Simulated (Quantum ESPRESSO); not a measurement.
**How SnSe2 absorbs and reflects light**

Aim: the dielectric function of SnSe2, and the optical constants that follow from it.

Calculated with Quantum ESPRESSO 7.5; DFT, PBE, plane waves with norm-conserving potentials (PseudoDojo), scalar-relativistic, independent-particle optical response without local fields and without the non-local commutator.

## (1) The starting structure

Symmetry: P-3m1, No. 164, trigonal system. The conventional cell has a = 3.811 Å, b = 3.811 Å, c = 6.136 Å, α = 90.00°, β = 90.00°, γ = 120.00°. Sn has 6 Se at 2.68 Å nearest. Nearest to Se lie 3 Sn at 2.68 Å. Farther neighbours and most contacts between anions are not listed.

## (2) Ground state

The self-consistent density comes first; it also tells whether there is a gap, which decides the occupations and the need for a Drude term.

This step: DFT, PBE, plane waves with norm-conserving potentials (PseudoDojo), scalar-relativistic, ground state (Quantum ESPRESSO 7.5).

scf.in reads:

```
&control
  calculation = 'scf'
  prefix = 'x'
  outdir = './tmp'
  pseudo_dir = './'
  verbosity = 'high'
/
&system
  ibrav = 0
  nat = 3
  ntyp = 2
  ecutwfc = 70
  occupations = 'smearing'
  smearing = 'fd'
  degauss = 0.003675
  nbnd = 27
/
&electrons
  conv_thr = 1e-09
  electron_maxstep = 100
/
ATOMIC_SPECIES
  Sn 1.0 Sn.upf
  Se 1.0 Se.upf
CELL_PARAMETERS angstrom
  3.810999999987 0.000000000000 0.000000000000
  -1.905499999994 3.300422813811 0.000000000000
  0.000000000000 0.000000000000 6.136000000000
ATOMIC_POSITIONS crystal
  Sn 0.000000000000 0.000000000000 0.000000000000
  Se 0.666666666667 0.333333333333 0.751000000000
  Se 0.333333333333 0.666666666667 0.249000000000
K_POINTS automatic
  7 7 4 0 0 0
```

Started as:

```
mpirun -n 4 pw.x -nk 4 -in scf.in
```

Output:

```text
for quantum simulation of materials; please cite

     using ibrav=0 with symmetry is DISCOURAGED, use correct ibrav instead

     G-vector sticks info
     --------------------
     sticks:   dense  smooth     PW     G-vecs:    dense   smooth      PW
     Sum        1003    1003    283                41275    41275    6339

     Using Slab Decomposition

     bravais-lattice index     =            0
     lattice parameter (alat)  =       7.2017  a.u.
     unit-cell volume          =     520.8234 (a.u.)^3
     number of atoms/cell      =            3
     number of atomic types    =            2
     number of electrons       =        46.00
     number of Kohn-Sham states=           27
     kinetic-energy cutoff     =      70.0000  Ry
     charge density cutoff     =     280.0000  Ry
     scf convergence threshold =      1.0E-09
     mixing beta               =       0.7000
     number of iterations used =            8  plain     mixing
     Exchange-correlation= PBE
                           (   1   4   3   4   0   0   0)

     celldm(1)=   7.201746  celldm(2)=   0.000000  celldm(3)=   0.000000
     celldm(4)=   0.000000  celldm(5)=   0.000000  celldm(6)=   0.000000

     crystal axes: (cart. coord. in units of alat)
               a(1) = (   1.000000   0.000000   0.000000 )
               a(2) = (  -0.500000   0.866025   0.000000 )
               a(3) = (   0.000000   0.000000   1.610076 )

     reciprocal axes: (cart. coord. in units 2 pi/alat)
               b(1) = (  1.000000  0.577350 -0.000000 )
               b(2) = (  0.000000  1.154701  0.000000 )
               b(3) = (  0.000000 -0.000000  0.621089 )

     ./Sn.upf
     Pseudo is Norm-conserving + core correction, Zval = 14.0
     Generated using ONCVPSP code by D. R. Hamann
     Using radial grid of 1628 points,  6 beta functions with:
                l(1) =   0
                l(2) =   0
                l(3) =   1
                l(4) =   1
                l(5) =   2
                l(6) =   2

     ./Se.upf
     Pseudo is Norm-conserving + core correction, Zval = 16.0
     Generated using ONCVPSP code by D. R. Hamann
     Using radial grid of 1214 points,  6 beta functions with:
                l(1) =   0
                l(2) =   0
                l(3) =   1
                l(4) =   1
                l(5) =   2
                l(6) =   2

     atomic species   valence    mass     pseudopotential
     Sn               14.00     1.00000     Sn( 1.00)
     Se               16.00     1.00000     Se( 1.00)

     12 Sym. Ops., with inversion, found

                                    s                        frac. trans.

     [... symmetry matrices left out ...]
   Cartesian axes

     site n.     atom                  positions (alat units)
         1        Sn     tau(   1) = (   0.0000000   0.0000000   0.0000000  )
         2        Se     tau(   2) = (   0.5000000   0.2886751   1.2091671  )
         3        Se     tau(   3) = (  -0.0000000   0.5773503   0.4009089  )

   Crystallographic axes

     site n.     atom                  positions (cryst. coord.)
         1        Sn     tau(   1) = (  0.0000000  0.0000000  0.0000000  )
         2        Se     tau(   2) = (  0.6666667  0.3333333  0.7510000  )
         3        Se     tau(   3) = (  0.3333333  0.6666667  0.2490000  )

     number of k points=    28  Fermi-Dirac smearing, width (Ry)=  0.0037
                       cart. coord. in units 2pi/alat
        k(    1) = (   0.0000000   0.0000000   0.0000000), wk =   0.0102041
        k(    2) = (   0.0000000   0.0000000   0.1552722), wk =   0.0204082
        k(    3) = (   0.0000000   0.0000000  -0.3105443), wk =   0.0102041
        k(    4) = (   0.0000000   0.1649572   0.0000000), wk =   0.0612245
        k(    5) = (   0.0000000   0.1649572   0.1552722), wk =   0.0612245
        k(    6) = (   0.0000000   0.1649572  -0.3105443), wk =   0.0612245
        k(    7) = (   0.0000000   0.3299144   0.0000000), wk =   0.0612245
        k(    8) = (   0.0000000   0.3299144   0.1552722), wk =   0.0612245
        k(    9) = (   0.0000000   0.3299144  -0.3105443), wk =   0.0612245
        k(   10) = (   0.0000000   0.4948717   0.0000000), wk =   0.0612245
        k(   11) = (   0.0000000   0.4948717   0.1552722), wk =   0.0612245
        k(   12) = (   0.0000000   0.4948717  -0.3105443), wk =   0.0612245
        k(   13) = (   0.1428571   0.2474358   0.0000000), wk =   0.0612245
        k(   14) = (   0.1428571   0.2474358   0.1552722), wk =   0.1224490
        k(   15) = (   0.1428571   0.2474358  -0.3105443), wk =   0.0612245
        k(   16) = (   0.1428571   0.4123930   0.0000000), wk =   0.1224490
[...]
cryst. coord.
[...]
k(   21) = (   0.1428571   0.4285714  -0.5000000), wk =   0.0612245
        k(   22) = (   0.2857143   0.2857143   0.0000000), wk =   0.0612245
        k(   23) = (   0.2857143   0.2857143   0.2500000), wk =   0.1224490
        k(   24) = (   0.2857143   0.2857143  -0.5000000), wk =   0.0612245
        k(   25) = (   0.0000000   0.1428571  -0.2500000), wk =   0.0612245
        k(   26) = (   0.0000000   0.2857143  -0.2500000), wk =   0.0612245
        k(   27) = (   0.0000000   0.4285714  -0.2500000), wk =   0.0612245
        k(   28) = (  -0.1428571   0.4285714  -0.2500000), wk =   0.1224490

     Dense  grid:    41275 G-vectors     FFT dimensions: (  40,  40,  64)

     Initial potential from superposition of free atoms

     starting charge      45.9983, renormalised to      46.0000
     Starting wfcs are   27 randomized atomic wfcs

     Self-consistent Calculation

     iteration #  1     ecut=    70.00 Ry     beta= 0.70
     Davidson diagonalization with overlap

            72 MiB given to the printing process from OS
            43 MiB allocation reported by mallinfo(arena+hblkhd)
------------------
     ethr =  1.00E-02,  avg # of iterations =  3.9

     Threshold (ethr) on eigenvalues was too large:
     Diagonalizing with lowered threshold

     Davidson diagonalization with overlap

            82 MiB given to the printing process from OS
            47 MiB allocation reported by mallinfo(arena+hblkhd)
------------------
     ethr =  1.73E-04,  avg # of iterations =  4.4

     total energy              =    -642.58705642 Ry
     estimated scf accuracy    <       0.07589551 Ry

     iteration #  2     ecut=    70.00 Ry     beta= 0.70
     Davidson diagonalization with overlap

            88 MiB given to the printing process from OS
            59 MiB allocation reported by mallinfo(arena+hblkhd)
------------------
     ethr =  1.65E-04,  avg # of iterations =  2.5

     total energy              =    -642.59773962 Ry
     estimated scf accuracy    <       0.04996462 Ry

     iteration #  3     ecut=    70.00 Ry     beta= 0.70
     Davidson diagonalization with overlap

            89 MiB given to the printing process from OS
            60 MiB allocation reported by mallinfo(arena+hblkhd)
------------------
     ethr =  1.09E-04,  avg # of iterations =  2.3

     total energy              =    -642.61038430 Ry
     estimated scf accuracy    <       0.00545811 Ry

     iteration #  4     ecut=    70.00 Ry     beta= 0.70
     Davidson diagonalization with overlap

            91 MiB given to the printing process from OS
            61 MiB allocation reported by mallinfo(arena+hblkhd)
------------------
     ethr =  1.19E-05,  avg # of iterations =  2.8

     total energy              =    -642.61158033 Ry
     estimated scf accuracy    <       0.00015986 Ry

     iteration #  5     ecut=    70.00 Ry     beta= 0.70
     Davidson diagonalization with overlap

            92 MiB given to the printing process from OS
            62 MiB allocation reported by mallinfo(arena+hblkhd)
------------------
     ethr =  3.48E-07,  avg # of iterations =  2.6

     total energy              =    -642.61160649 Ry
     estimated scf accuracy    <       0.00000617 Ry

     iteration #  6     ecut=    70.00 Ry     beta= 0.70
     Davidson diagonalization with overlap

            93 MiB given to the printing process from OS
            64 MiB allocation reported by mallinfo(arena+hblkhd)
------------------
     ethr =  1.34E-08,  avg # of iterations =  3.1

     total energy              =    -642.61160817 Ry
     estimated scf accuracy    <       0.00000025 Ry

     iteration #  7     ecut=    70.00 Ry     beta= 0.70
     Davidson diagonalization with overlap

            94 MiB given to the printing process from OS
            65 MiB allocation reported by mallinfo(arena+hblkhd)
------------------
     ethr =  5.38E-10,  avg # of iterations =  2.4

     total energy              =    -642.61160821 Ry
     estimated scf accuracy    <       0.00000004 Ry

     iteration #  8     ecut=    70.00 Ry     beta= 0.70
     Davidson diagonalization with overlap

            96 MiB given to the printing process from OS
            66 MiB allocation reported by mallinfo(arena+hblkhd)
------------------
     ethr =  7.75E-11,  avg # of iterations =  2.4

     total energy              =    -642.61160822 Ry
     estimated scf accuracy    <          1.8E-09 Ry

     iteration #  9     ecut=    70.00 Ry     beta= 0.70
     Davidson diagonalization with overlap

            97 MiB given to the printing process from OS
            67 MiB allocation reported by mallinfo(arena+hblkhd)
------------------
     ethr =  3.89E-12,  avg # of iterations =  2.2

     End of self-consistent calculation

          k = 0.0000 0.0000 0.0000 (  5191 PWs)   bands (ev):

   -38.3195 -38.3195 -38.3174 -38.3174 -38.2662 -38.2662 -38.2604 -38.2604
   -38.2458 -38.2437 -12.7217 -12.7217 -12.6836 -12.6698 -12.6698  -5.4298
    -3.6509   2.5211   7.8876   7.8876   8.1826   8.1826   8.5888   9.6517
    11.5386  13.2213  13.2213

     occupation numbers
     1.0000   1.0000   1.0000   1.0000   1.0000   1.0000   1.0000   1.0000
     1.0000   1.0000   1.0000   1.0000   1.0000   1.0000   1.0000   1.0000
     1.0000   1.0000   1.0000   1.0000   1.0000   1.0000   0.9997   0.0000
     0.0000   0.0000   0.0000

          k = 0.0000 0.0000 0.1553 (  5173 PWs)   bands (ev):

   -38.3181 -38.3181 -38.3168 -38.3168 -38.2639 -38.2639 -38.2620 -38.2620
   -38.2455 -38.2450 -12.7217 -12.7217 -12.6835 -12.6698 -12.6698  -5.3526
    -3.8136   2.9265   7.4273   7.8347   7.8347   8.2663   8.2663  10.5088
    11.5415  13.0813  13.0813

     occupation numbers
     1.0000   1.0000   1.0000   1.0000   1.0000   1.0000   1.0000   1.0000
     1.0000   1.0000   1.0000   1.0000   1.0000   1.0000   1.0000   1.0000
     1.0000   1.0000   1.0000   1.0000   1.0000   1.0000   1.0000   0.0000
     0.0000   0.0000   0.0000

     [... further k points left out ...]

     the Fermi energy is     8.9916 ev

!    total energy              =    -642.61160822 Ry
     estimated scf accuracy    <          1.6E-10 Ry
     smearing contrib. (-TS)   =      -0.00000212 Ry
     internal energy E=F+TS    =    -642.61160610 Ry

     The total energy is F=E-TS. E is the sum of the following terms:
     one-electron contribution =    -352.69310453 Ry
     hartree contribution      =     192.20421360 Ry
     xc contribution           =    -141.07470094 Ry
     ewald contribution        =    -341.04801423 Ry

     convergence has been achieved in   9 iterations

     XML data file, charge density, pseudopotentials, collected wavefunctions

                                        0.00s GPU  (     257 calls)

=------------------------------------------------------------------------------=
   JOB DONE.
=------------------------------------------------------------------------------=
```

Wall time 25 s (4 MPI ranks of Arm Neoverse N1, shared host); peak memory 0.1 GiB; 99 s of CPU time.

This step gave:

* total energy: -642.6 Ry
* gap on the k-mesh: 0.7865 eV
* direct gap on the mesh: 1.063 eV

There is a gap, 0.79 eV on this mesh (points off the mesh can give less), so no carriers' term is needed.

(Continued in part 2 of 3.)

[Machine, clock, banner and «Message from routine» lines are left out of the logs.]

[Logs are printed without paths, hosts, clocks, repeated set-up lines and the standing remarks that a program may print on its own settings, such as how far it seeks lower states.]

[Hosts, paths, dates, database ids (printed as entryN), source tags and the programs' standing remarks are cut or masked in the printed files.]
